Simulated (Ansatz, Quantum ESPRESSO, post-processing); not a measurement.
# Thickness dependence of 1T-SnO2, part 7 of 7

Aim: screening, gap and ionisation potential of 1T-SnO2 against the number of layers.

Quantum ESPRESSO 7.5; plane-wave DFT, LDA, GBRV ultrasoft pseudopotentials; geometry by Ansatz 0.2.0 with PAW datasets.

So far. Step 14 (Bands along a path, 2 layers: no field): Along this path the valence top lies between K and Γ and the conduction bottom at Γ. Step 20 (Electrostatic potential, 3 layers): The slope in the vacuum is 0.100 eV/Å for an applied 0.10 V/Å, as it should be.

## (21) Band structure, 3 layers: no field

Contents of n3.f0.bands.in:

```
&control
  prefix = 'n3.f0.bands'
  outdir = './out'
  pseudo_dir = './pseudo'
  calculation = 'bands'
  tefield = .true.
  dipfield = .true.
/
&system
  ibrav = 0
  nat = 9
  ntyp = 2
  ecutwfc = 40
  ecutrho = 200
  occupations = 'smearing'
  smearing = 'fd'
  degauss = 0.004
  edir = 3
  emaxpos = 0.97
  eopreg = 0.04
  eamp = 0.0
  nbnd = 43
/
&electrons
  conv_thr = 1e-07
  mixing_beta = 0.4
  electron_maxstep = 120
  mixing_mode = 'local-TF'
/
ATOMIC_SPECIES
  O   15.9990  o_lda_v1.2.uspp.F.UPF
  Sn  118.7100  sn_lda_v1.4.uspp.F.UPF
CELL_PARAMETERS angstrom
  3.21662257216921 -0.00000000000000 0.00000000000000
  -1.60831128608461 2.78567686188498 -0.00000000000000
  0.00000000000000 0.00000000000000 28.96656314600000
ATOMIC_POSITIONS crystal
  O   0.666666666667 0.333333333333 0.305965675807
  Sn  0.000000000000 0.000000000000 0.340999974764
  O   0.333333333333 0.666666666667 0.375935417356
  O   0.666666666667 0.333333333333 0.465084158500
  Sn  0.000000000000 0.000000000000 0.500000300109
  O   0.333333333333 0.666666666667 0.534916439832
  O   0.666666666667 0.333333333333 0.624064279914
  Sn  -0.000000000000 -0.000000000000 0.658999725868
  O   0.333333333333 0.666666666667 0.694034027850
K_POINTS crystal_b
4
  0.0000000000 0.0000000000 0.0000000000 12
  0.5000000000 0.0000000000 0.0000000000 12
  0.3333333333 0.3333333333 0.0000000000 12
  0.0000000000 0.0000000000 0.0000000000 1
```

Command:

```
> cp -r out/n3.f0.save out/n3.f0.bands.save
> cp out/n3.f0.xml out/n3.f0.bands.xml
> OMP_NUM_THREADS=1 mpirun -n 4 pw.x -nk 4 -in n3.f0.bands.in > n3.f0.bands.out
```

The log of the run:

```text
[banner, memory and clock lines left out]
Program PWSCF v.7.5 starts

          URL

     Presently no symmetry can be used with electric field

     Atomic positions and unit cell read from directory:
     ./out/n3.f0.bands.save/

     G-vector sticks info

     bravais-lattice index     =            0
     lattice parameter (alat)  =       6.0785  a.u.
     unit-cell volume          =    1751.5576 (a.u.)^3
     number of atoms/cell      =            9
     number of atomic types    =            2
     number of electrons       =        78.00
     number of Kohn-Sham states=           43
     kinetic-energy cutoff     =      40.0000  Ry
     charge density cutoff     =     200.0000  Ry
     Exchange-correlation=  SLA  PZ   NOGX NOGC
                           (   1   1   0   0   0   0   0)

     celldm(1)=   6.078536  celldm(2)=   0.000000  celldm(3)=   0.000000
     celldm(4)=   0.000000  celldm(5)=   0.000000  celldm(6)=   0.000000

     crystal axes: (cart. coord. in units of alat)
               a(1) = (   1.000000  -0.000000   0.000000 )
               a(2) = (  -0.500000   0.866025  -0.000000 )
               a(3) = (   0.000000   0.000000   9.005273 )

     reciprocal axes: (cart. coord. in units 2 pi/alat)
               b(1) = (  1.000000  0.577350 -0.000000 )
               b(2) = (  0.000000  1.154701 -0.000000 )
               b(3) = (  0.000000  0.000000  0.111046 )

     PseudoPot. # 1 for O  read from file:
     ./pseudo/o_lda_v1.2.uspp.F.UPF
     Pseudo is Ultrasoft + core correction, Zval =  6.0
     Generated by new atomic code, or converted to UPF format
     Using radial grid of  737 points,  5 beta functions with:
                l(1) =   0
                l(2) =   0
                l(3) =   1
                l(4) =   1
                l(5) =   2
     Q(r) pseudized with  8 coefficients,  rinner =    0.900   0.900   0.900
                                                       0.900   0.900

     PseudoPot. # 2 for Sn read from file:
     ./pseudo/sn_lda_v1.4.uspp.F.UPF
     Pseudo is Ultrasoft + core correction, Zval = 14.0
     Generated by new atomic code, or converted to UPF format
     Using radial grid of  891 points,  6 beta functions with:
                l(1) =   0
                l(2) =   0
                l(3) =   1
                l(4) =   1
                l(5) =   2
                l(6) =   2
     Q(r) pseudized with  8 coefficients,  rinner =    1.350   1.350   1.350
                                                       1.350   1.350

     atomic species   valence    mass     pseudopotential
     O                 6.00    15.99900     O ( 1.00)
     Sn               14.00   118.71000     Sn( 1.00)

     No symmetry found

   Cartesian axes

     site n.     atom                  positions (alat units)
         1        O      tau(   1) = (   0.5000000   0.2886751   2.7553043  )
         2        Sn     tau(   2) = (   0.0000000   0.0000000   3.0707977  )
         3        O      tau(   3) = (  -0.0000000   0.5773503   3.3854009  )
         4        O      tau(   4) = (   0.5000000   0.2886751   4.1882096  )
         5        Sn     tau(   5) = (   0.0000000   0.0000000   4.5026390  )
         6        O      tau(   6) = (  -0.0000000   0.5773503   4.8170684  )
         7        O      tau(   7) = (   0.5000000   0.2886751   5.6198690  )
         8        Sn     tau(   8) = (   0.0000000   0.0000000   5.9344722  )
         9        O      tau(   9) = (  -0.0000000   0.5773503   6.2499656  )

     number of k points=    37  Fermi-Dirac smearing, width (Ry)=  0.0040
                       cart. coord. in units 2pi/alat
        k(    1) = (   0.0000000   0.0000000   0.0000000), wk =   0.0540541
        k(    2) = (   0.0416667   0.0240563   0.0000000), wk =   0.0540541
        k(    3) = (   0.0833333   0.0481125   0.0000000), wk =   0.0540541
        k(    4) = (   0.1250000   0.0721688   0.0000000), wk =   0.0540541
        k(    5) = (   0.1666667   0.0962250   0.0000000), wk =   0.0540541
        k(    6) = (   0.2083333   0.1202813   0.0000000), wk =   0.0540541
        k(    7) = (   0.2500000   0.1443376   0.0000000), wk =   0.0540541
        k(    8) = (   0.2916667   0.1683938   0.0000000), wk =   0.0540541
        k(    9) = (   0.3333333   0.1924501   0.0000000), wk =   0.0540541
        k(   10) = (   0.3750000   0.2165064   0.0000000), wk =   0.0540541
        k(   11) = (   0.4166667   0.2405626   0.0000000), wk =   0.0540541
        k(   12) = (   0.4583333   0.2646189   0.0000000), wk =   0.0540541
        k(   13) = (   0.5000000   0.2886751   0.0000000), wk =   0.0540541
        k(   14) = (   0.4861111   0.3127314   0.0000000), wk =   0.0540541
        k(   15) = (   0.4722222   0.3367877   0.0000000), wk =   0.0540541
        k(   16) = (   0.4583333   0.3608439   0.0000000), wk =   0.0540541
        k(   17) = (   0.4444444   0.3849002   0.0000000), wk =   0.0540541
        k(   18) = (   0.4305556   0.4089564   0.0000000), wk =   0.0540541
        k(   19) = (   0.4166667   0.4330127   0.0000000), wk =   0.0540541
        k(   20) = (   0.4027778   0.4570690   0.0000000), wk =   0.0540541
        k(   21) = (   0.3888889   0.4811252   0.0000000), wk =   0.0540541
        k(   22) = (   0.3750000   0.5051815   0.0000000), wk =   0.0540541
        k(   23) = (   0.3611111   0.5292377   0.0000000), wk =   0.0540541
        k(   24) = (   0.3472222   0.5532940   0.0000000), wk =   0.0540541
        k(   25) = (   0.3333333   0.5773503   0.0000000), wk =   0.0540541
        k(   26) = (   0.3055556   0.5292377   0.0000000), wk =   0.0540541
        k(   27) = (   0.2777778   0.4811252   0.0000000), wk =   0.0540541
        k(   28) = (   0.2500000   0.4330127   0.0000000), wk =   0.0540541
        k(   29) = (   0.2222222   0.3849002   0.0000000), wk =   0.0540541
        k(   30) = (   0.1944444   0.3367877   0.0000000), wk =   0.0540541
        k(   31) = (   0.1666667   0.2886751   0.0000000), wk =   0.0540541
        k(   32) = (   0.1388889   0.2405626   0.0000000), wk =   0.0540541
        k(   33) = (   0.1111111   0.1924501   0.0000000), wk =   0.0540541
        k(   34) = (   0.0833333   0.1443376   0.0000000), wk =   0.0540541
        k(   35) = (   0.0555556   0.0962250   0.0000000), wk =   0.0540541
        k(   36) = (   0.0277778   0.0481125   0.0000000), wk =   0.0540541
        k(   37) = (   0.0000000   0.0000000   0.0000000), wk =   0.0540541

     Dense  grid:    83893 G-vectors     FFT dimensions: (  27,  27, 250)

     Smooth grid:    59945 G-vectors     FFT dimensions: (  25,  25, 225)

     Check: negative core charge=   -0.000001

     The potential is recalculated from file :
[...]
4.3082   4.3135   6.6704

          k = 0.3889 0.4811 0.0000 (  7526 PWs)   bands (ev):

   -21.6733 -21.6627 -21.6622 -21.2734 -21.2647 -21.2644 -20.9570 -20.9510
   -20.9507 -20.8416 -20.8396 -20.8346 -20.8342 -20.8338 -20.8335 -17.2545
   -17.2280 -17.2179 -16.3492 -16.3357 -16.3353  -8.0124  -7.9511  -7.9097
    -5.4770  -5.3092  -5.1539  -5.1236  -5.0151  -4.9178  -3.8064  -3.6774
    -3.5765  -2.0997  -1.8795  -1.7052  -1.6519  -1.5340  -1.4537   4.4014
     4.4083   4.4171   6.9298

          k = 0.3750 0.5052 0.0000 (  7534 PWs)   bands (ev):

   -21.6302 -21.6197 -21.6193 -21.3330 -21.3239 -21.3236 -20.9406 -20.9347
   -20.9344 -20.8537 -20.8479 -20.8476 -20.8458 -20.8388 -20.8385 -17.1222
   -17.0975 -17.0887 -16.4283 -16.4147 -16.4144  -8.0452  -7.9759  -7.9260
    -5.3848  -5.2221  -5.1918  -5.0740  -5.0612  -4.9517  -4.0006  -3.8566
    -3.7355  -2.0653  -1.8393  -1.7369  -1.6220  -1.5398  -1.4481   4.4735
     4.4906   4.5089   7.1767

          k = 0.3611 0.5292 0.0000 (  7534 PWs)   bands (ev):

   -21.5852 -21.5750 -21.5746 -21.3904 -21.3810 -21.3807 -20.9238 -20.9178
   -20.9176 -20.8674 -20.8616 -20.8613 -20.8503 -20.8432 -20.8429 -16.9898
   -16.9671 -16.9598 -16.5192 -16.5045 -16.5040  -8.0730  -7.9978  -7.9415
    -5.3045  -5.2375  -5.1450  -5.0973  -4.9955  -4.9685  -4.1641  -4.0094
    -3.8750  -2.0192  -1.8191  -1.7541  -1.6189  -1.5314  -1.4518   4.5257
     4.5510   4.5772   7.3858

          k = 0.3472 0.5533 0.0000 (  7526 PWs)   bands (ev):

   -21.5391 -21.5292 -21.5288 -21.4441 -21.4344 -21.4341 -20.9071 -20.9013
   -20.9010 -20.8804 -20.8746 -20.8743 -20.8544 -20.8473 -20.8469 -16.8602
   -16.8400 -16.8344 -16.6220 -16.6054 -16.6038  -8.0922  -8.0134  -7.9533
    -5.2550  -5.2527  -5.1059  -5.0978  -4.9684  -4.9520  -4.2761  -4.1144
    -3.9725  -1.9655  -1.8533  -1.7238  -1.6433  -1.5083  -1.4641   4.5567
     4.5871   4.6185   7.5231

          k = 0.3333 0.5774 0.0000 (  7542 PWs)   bands (ev):

   -21.4930 -21.4930 -21.4863 -21.4861 -21.4798 -21.4795 -20.8928 -20.8928
   -20.8871 -20.8868 -20.8868 -20.8865 -20.8566 -20.8494 -20.8490 -16.7378
   -16.7378 -16.7263 -16.7262 -16.7052 -16.7048  -8.0994  -8.0194  -7.9581
    -5.2469  -5.2469  -5.0945  -5.0944  -4.9525  -4.9524  -4.3156  -4.1516
    -4.0071  -1.9077  -1.9076  -1.6814  -1.6813  -1.4839  -1.4838   4.5668
     4.5989   4.6322   7.5674

          k = 0.3056 0.5292 0.0000 (  7536 PWs)   bands (ev):

   -21.5722 -21.5620 -21.5616 -21.4032 -21.3938 -21.3935 -20.9146 -20.9088
   -20.9085 -20.8863 -20.8800 -20.8797 -20.8411 -20.8345 -20.8342 -16.9960
   -16.9724 -16.9641 -16.5189 -16.5046 -16.5043  -8.0652  -7.9893  -7.9324
    -5.3596  -5.2201  -5.1460  -5.0805  -4.9989  -4.8723  -4.1878  -4.0307
    -3.8926  -2.0350  -1.8154  -1.7530  -1.6145  -1.5302  -1.4499   4.5301
     4.5559   4.5823   7.4454

          k = 0.2778 0.4811 0.0000 (  7540 PWs)   bands (ev):

   -21.6229 -21.6124 -21.6119 -21.3220 -21.3130 -21.3127 -20.9317 -20.9259
   -20.9256 -20.8975 -20.8910 -20.8907 -20.8143 -20.8080 -20.8077 -17.2882
   -17.2583 -17.2446 -16.3632 -16.3467 -16.3439  -7.9517  -7.8864  -7.8408
    -5.4932  -5.3518  -5.2177  -4.9801  -4.8503  -4.7418  -3.9186  -3.7747
    -3.6485  -2.1706  -1.9124  -1.6600  -1.6565  -1.5080  -1.4460   4.4290
     4.4398   4.4501   7.1879

          k = 0.2500 0.4330 0.0000 (  7516 PWs)   bands (ev):

   -21.6424 -21.6317 -21.6311 -21.2540 -21.2452 -21.2449 -20.9432 -20.9374
   -20.9371 -20.9107 -20.9042 -20.9039 -20.7950 -20.7888 -20.7884 -17.5989
   -17.5627 -17.5434 -16.2839 -16.2591 -16.2476  -7.7513  -7.7004  -7.6697
    -5.5422  -5.4082  -5.2818  -4.7477  -4.6498  -4.5813  -3.6104  -3.4815
    -3.3693  -2.2976  -2.0361  -1.7519  -1.5655  -1.4743  -1.4720   4.2605
     4.2655   4.2691   6.8772

          k = 0.2222 0.3849 0.0000 (  7500 PWs)   bands (ev):

   -21.6304 -21.6196 -21.6188 -21.2028 -21.1941 -21.1938 -20.9487 -20.9429
   -20.9426 -20.9227 -20.9161 -20.9158 -20.7890 -20.7829 -20.7826 -17.9113
   -17.8692 -17.8445 -16.2838 -16.2486 -16.2267  -7.4671  -7.4323  -7.4172
    -5.4722  -5.3484  -5.2312  -4.4751  -4.4223  -4.4118  -3.3065  -3.1939
    -3.0971  -2.3978  -2.1524  -1.8553  -1.5520  -1.4772  -1.4613   4.0283
     4.0352   4.0410   6.5458

          k = 0.1944 0.3368 0.0000 (  7474 PWs)   bands (ev):

   -21.5883 -21.5776 -21.5767 -21.1706 -21.1620 -21.1617 -20.9483 -20.9425
   -20.9422 -20.9321 -20.9254 -20.9251 -20.7987 -20.7927 -20.7924 -18.2081
   -18.1607 -18.1310 -16.3583 -16.3124 -16.2800  -7.1132  -7.0926  -7.0902
    -5.2794  -5.1665  -5.0581  -4.2516  -4.1883  -4.1836  -3.0327  -2.9363
    -2.8553  -2.4548  -2.2464  -1.9536  -1.6372  -1.4769  -1.4317   3.7232
     3.7408   3.7589   6.2015

          k = 0.1667 0.2887 0.0000 (  7452 PWs)   bands (ev):

   -21.5200 -21.5096 -21.5087 -21.1580 -21.1492 -21.1489 -20.9425 -20.9407
   -20.9367 -20.9364 -20.9340 -20.9337 -20.8218 -20.8159 -20.8156 -18.4744
   -18.4224 -18.3881 -16.4946 -16.4386 -16.3966  -6.7169  -6.7005  -6.6997
    -4.9764  -4.8743  -4.7720  -4.1071  -3.9648  -3.8938  -2.8095  -2.7263
    -2.6597  -2.4601  -2.3045  -2.0362  -1.7377  -1.5136  -1.4049   3.3093
     3.3745   3.4455   5.8396

          k = 0.1389 0.2406 0.0000 (  7450 PWs)   bands (ev):

   -21.4316 -21.4217 -21.4209 -21.1625 -21.1534 -21.1531 -20.9573 -20.9503
   -20.9500 -20.9324 -20.9266 -20.9263 -20.8473 -20.8416 -20.8413 -18.6993
   -18.6435 -18.6052 -16.6733 -16.6084 -16.5581  -6.2994  -6.2841  -6.2820
    -4.5876  -4.4968  -4.3952  -3.9600  -3.7572  -3.6230  -2.6567  -2.5774
    -2.5185  -2.4184  -2.3168  -2.0939  -1.8326  -1.5646  -1.3963   2.8089
     2.9417   3.0906   5.4589

          k = 0.1111 0.1925 0.0000 (  7458 PWs)   bands (ev):

   -21.3323 -21.3231 -21.3224 -21.1809 -21.1714 -21.1711 -20.9895 -20.9824
   -20.9821 -20.9189 -20.9131 -20.9128 -20.8617 -20.8560 -20.8557 -18.8778
   -18.8192 -18.7776 -16.8711 -16.7988 -16.7418  -5.9051  -5.8816  -5.8717
    -4.1453  -4.0724  -3.9594  -3.7626  -3.5521  -3.3812  -2.5875  -2.4928
    -2.4294  -2.3482  -2.2859  -2.1247  -1.9075  -1.6264  -1.4049   2.2520
     2.4655   2.7073   5.0686

          k = 0.0833 0.1443 0.0000 (  7454 PWs)   bands (ev):

   -21.2342 -21.2259 -21.2255 -21.2099 -21.1998 -21.1995 -21.0276 -21.0206
   -21.0203 -20.9029 -20.8971 -20.8968 -20.8654 -20.8597 -20.8594 -19.0101
   -18.9495 -18.9054 -17.0632 -16.9851 -16.9229  -5.6077  -5.5382  -5.4848
    -3.6884  -3.6521  -3.5061  -3.4603  -3.3229  -3.1675  -2.5846  -2.4513
    -2.3779  -2.2805  -2.2411  -2.1408  -1.9673  -1.7046  -1.4352   1.6811
     1.9847   2.3248   4.6909

          k = 0.0556 0.0962 0.0000 (  7447 PWs)   bands (ev):

   -21.2431 -21.2326 -21.2323 -21.1520 -21.1443 -21.1440 -21.0577 -21.0507
   -21.0504 -20.8856 -20.8798 -20.8796 -20.8651 -20.8594 -20.8591 -19.0999
   -19.0380 -18.9921 -17.2249 -17.1423 -17.0765  -5.4220  -5.2910  -5.1721
    -3.2578  -3.2506  -3.0913  -3.0909  -3.0619  -2.9749  -2.6096  -2.4228
    -2.3452  -2.2415  -2.2141  -2.1613  -2.0382  -1.8150  -1.4940   1.1549
     1.5546   1.9882   4.3631

          k = 0.0278 0.0481 0.0000 (  7429 PWs)   bands (ev):

   -21.2695 -21.2586 -21.2583 -21.0988 -21.0916 -21.0913 -21.0752 -21.0682
   -21.0679 -20.8704 -20.8646 -20.8643 -20.8642 -20.8584 -20.8581 -19.1514
   -19.0889 -19.0419 -17.3333 -17.2479 -17.1799  -5.3293  -5.1502  -4.9712
    -2.8969  -2.8845  -2.8299  -2.8102  -2.7980  -2.7901  -2.6282  -2.3633
    -2.3096  -2.2472  -2.2192  -2.1950  -2.1410  -1.9756  -1.5747   0.7605
     1.2467   1.7524   4.1345

          k = 0.0000 0.0000 0.0000 (  7431 PWs)   bands (ev):

   -21.2795 -21.2686 -21.2682 -21.0808 -21.0808 -21.0738 -21.0738 -21.0735
   -21.0735 -20.8639 -20.8639 -20.8581 -20.8581 -20.8578 -20.8578 -19.1682
   -19.1055 -19.0582 -17.3716 -17.2852 -17.2164  -5.3022  -5.1056  -4.9025
    -2.7387  -2.7387  -2.7082  -2.7082  -2.6926  -2.6926  -2.6316  -2.2762
    -2.2762  -2.2379  -2.2379  -2.2168  -2.2168  -2.1413  -1.6216   0.6091
     1.1332   1.6669   4.0518

     XML data file, pseudopotentials, collected wavefunctions

                                        0.00s GPU  (     454 calls)
[key lines of the parts left out:]
Dipole field          0.0000 Ry au,
```

The job ended after 44 s (4 MPI ranks of Arm Neoverse V2, shared host; peak memory 0.45 GiB; 2.9 min of CPU time).

This step gave:

* dipole along the normal: 2.08e-5 e·Å
* valence top, on the run's zero: -1.396 eV
* conduction bottom, on the run's zero: 0.6091 eV
* gap by band count: 2.005 eV

Band numbers count within the set of bands kept for display. The electronic bands at the labelled points (eV, zero at the highest filled level of the SCF mesh; v1 is the highest filled band, c1 the lowest empty one):

```tsv
point	v4	v3	v2	v1	c1	c2	c3	c4
Γ	-0.81	-0.81	-0.74	-0.22	2.01	2.54	3.07	5.46
halfway	-0.52	-0.48	-0.22	-0.03	4.26	4.38	4.52	6.68
M	-0.44	-0.28	-0.25	-0.23	5.11	5.14	5.19	6.95
halfway	-0.34	-0.26	-0.13	-0.09	5.59	5.60	5.62	7.82
K	-0.28	-0.28	-0.08	-0.08	5.97	6.00	6.04	8.97
halfway	-0.63	-0.33	-0.11	0.00	4.71	4.78	4.85	7.24
Γ	-0.81	-0.81	-0.74	-0.22	2.01	2.54	3.07	5.46
```

Along this path the valence top lies between K and Γ and the conduction bottom at Γ.

## (22) Polarisability from the dipole between 0 and 0.1 V/A, 3 layers

Numbers from this step:

- polarisability a cell: 6.526 Å³
- sheet polarisability 4πα/A: 9.153 Å

The change of the potential energy, second field less first by z:

```tsv
z (Å)	change of the potential energy, second field less first (eV)
0	-0.495
1	-0.890
2	-0.790
3	-0.690
4	-0.590
5	-0.490
6	-0.390
7	-0.291
8	-0.206
9	-0.166
10	-0.152
11	-0.135
12	-0.0882
13	-0.0302
14	-0.00601
15	0.00643
16	0.0317
17	0.0907
18	0.136
19	0.152
20	0.167
21	0.209
22	0.296
23	0.395
24	0.495
25	0.595
26	0.695
27	0.795
28	0.895
```

## (23) The series side by side

All levels:

```tsv
level	sheet polarisability (Å)	gap without a field (eV)	vacuum over the valence top of the mesh (eV)	CPU time (s)
1 layer	2.995	2.493	8.669	186.7
2 layers	6.077	2.189	8.628	500.4
3 layers	9.153	2.005	8.584	1032
```

## (24) The arithmetic

From 2 to 3 layers, over the growth of the distance between the outermost mean planes: (9.153 − 6.077) Å / 4.580 Å = 0.672 = 1 − 1/ε, so ε = 3.0.

## (25) Summary of results

| Quantity | Value |
| --- | --- |
| 4πα/A of 1 layer | 2.99 Å |
| gap along the path, 1 layer | 2.49 eV |
| Kohn-Sham ionisation potential, 1 layer | 8.67 eV |
| 4πα/A of 2 layers | 6.08 Å |
| gap along the path, 2 layers | 2.19 eV |
| Kohn-Sham ionisation potential, 2 layers | 8.63 eV |
| 4πα/A of 3 layers | 9.15 Å |
| gap along the path, 3 layers | 2.01 eV |
| Kohn-Sham ionisation potential, 3 layers | 8.58 eV |

What this shows: The sheet polarisability 4πα/A grows as 2.99, 6.08 and 9.15 Å for 1, 2 and 3 layers (LDA, GBRV ultrasoft). The last layer adds 4.58 Å between the outermost mean planes and 3.08 Å of 4πα/A; 1 − 1/ε = 0.672 gives ε = 3.0 along the normal for the stacked crystal at this spacing. The gap runs 2.49, 2.19 and 2.01 eV, falling with each layer as bands that reach between the layers split. The single layer was relaxed under plain PBE (a = 3.227 Å), the stacks with a dispersion correction (a = 3.216 Å for two layers), so the first step mixes stacking with a strain of -0.3 %. The nearest atoms of neighbouring layers lie 3.18 Å apart. One stacking was chosen. The ions are clamped in the field. Semilocal gaps are too small and shrink less with thickness than quasiparticle gaps, which also feel the screening by neighbours. Spin-orbit coupling is left out; depending on the atoms that carry the levels of interest, it can split and shift them by tens to hundreds of meV.

[Logs are printed without paths, hosts, clocks, repeated set-up lines and the standing remarks that a program may print on its own settings, such as how far it seeks lower states.]

[Hosts, paths, dates, database ids (printed as entryN), source tags and the programs' standing remarks are cut or masked in the printed files.]

[Maps of the electrostatic potential energy from Ansatz leave out the sawtooth potential of an applied field or a dipole correction, so their vacuum need not be flat; planar profiles and work functions include it.]
